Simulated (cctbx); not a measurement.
## Lattice, Laue class and space group of a new crystal

Cell: a = 4.2400 Å, b = 4.2400 Å, c = 7.5350 Å, α = 90.00°, β = 90.00°, γ = 90.00°. Expected content of the cell: Gd2 Si2 Mg2.

The data are simulated with cctbx, not measured: synchrotron X-rays, λ = 0.6889 Å, to d = 0.6 Å, 95 % of the full sphere, strongest reflection 70000 counts, noise from counting, a 4 % proportional error and a noise floor of 15 counts (s.d.); no absorption.

A first pass over the reflections prints:

```text
2477 reflections to d = 0.602 A
centring   violations  <I/sigma> of those
    A       1091 of  1247     17.7
    B       1090 of  1238     17.7
    C       1147 of  1253     18.0
    I       1048 of  1256     16.6
    R       1483 of  1651     17.9
    F       1664 of  1869     17.8
Laue class    unique    Rint  (classes that these axes allow; Friedel mates merged)
P -1             1291   0.023
P 1 2/m 1         719   0.028
P 1 1 2/m         690   0.028
P 2/m 1 1         720   0.028
P m m m           418   0.030
P 4/m             351   0.031
P 4/m m m         237   0.032
space group    extra absences  I>4sigma  <I/sigma>
P 4 2 2                 0          0         -  acentric
P 4 21 2               16          0       0.2  acentric
P 4 m m                 0          0         -  acentric
P -4 2 m                0          0         -  acentric
P -4 21 m              16          0       0.2  acentric
P -4 m 2                0          0         -  acentric
P 4/m m m               0          0         -  centric
P 4/n m m :1           79          0      -0.0  centric
P 4/n m m :2           79          0      -0.0  centric
Wilson B = 1.67 A^2   <|E^2-1|> = 0.577 (0.968 centric, 0.736 acentric)   E^2>4: 0.0 %
shell (A)         n   <I/sigma>
 7.54 - 1.20     41     55.0
 1.20 - 0.95     31     58.6
 0.95 - 0.83     30     58.8
 0.83 - 0.76     27     57.4
 0.76 - 0.70     27     55.9
 0.70 - 0.66     31     42.2
 0.66 - 0.63     26     52.1
 0.63 - 0.60     24     38.7
```

**Question.** What are the lattice type, the Laue class and the likely space group?

Every centring test has many violations, so the lattice is primitive.

Rint stays low (0.023 to 0.032) up to P 4/m m m, the highest class in these axes.

9 settings pass the absence test. The most absences obeyed, 79, belong to P 4/n m m alone.

⟨|E²−1|⟩ = 0.577 leans to a non-centrosymmetric structure, or to twinning, which lowers it. Here that hint misleads: the statistic assumes many like atoms on general positions, and few, heavy or special-position atoms break it. The Wilson B of 1.67 Å² means U ≈ 0.0212 Å².

The true group is P4/nmm (no. 129, origin choice 1), Laue class 4/mmm, centrosymmetric. The tables fix it.

The model is made up (kin elements in a known structure type, no relaxation), so it says nothing on whether the phase exists.

[Logs are printed without paths, hosts, clocks, repeated set-up lines and the standing remarks that a program may print on its own settings, such as how far it seeks lower states.]
